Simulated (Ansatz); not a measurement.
# Which magnetic ion is it?

A crystal has the composition Sr2MP2O8, where M is a 3d element. A calculation (PBEsol+U, spin-orbit coupling in second variation, Ansatz) gives:

* S: 1/2
* g: 2.0709, 2.0762, 2.2398
* moment in its sphere: 0.64 μB

Q: Name the magnetic ion and its oxidation state.

The crystal is Sr2CuP2O8, space group C2/m. The spin sits on Cu, with 4 O at 1.96 Å round it. With the usual charges of the other elements M must be +2. High-spin ions of that charge with S = 1/2 are d9 and d1, Cu and Sc; the sign of the g shift picks Cu²⁺ d⁹. Low-spin ions are left aside. The shift is positive: in a shell more than half full the orbital moment adds to the spin.

[Hosts, paths, dates, database ids (printed as entryN), source tags and the programs' standing remarks are cut or masked in the printed files.]
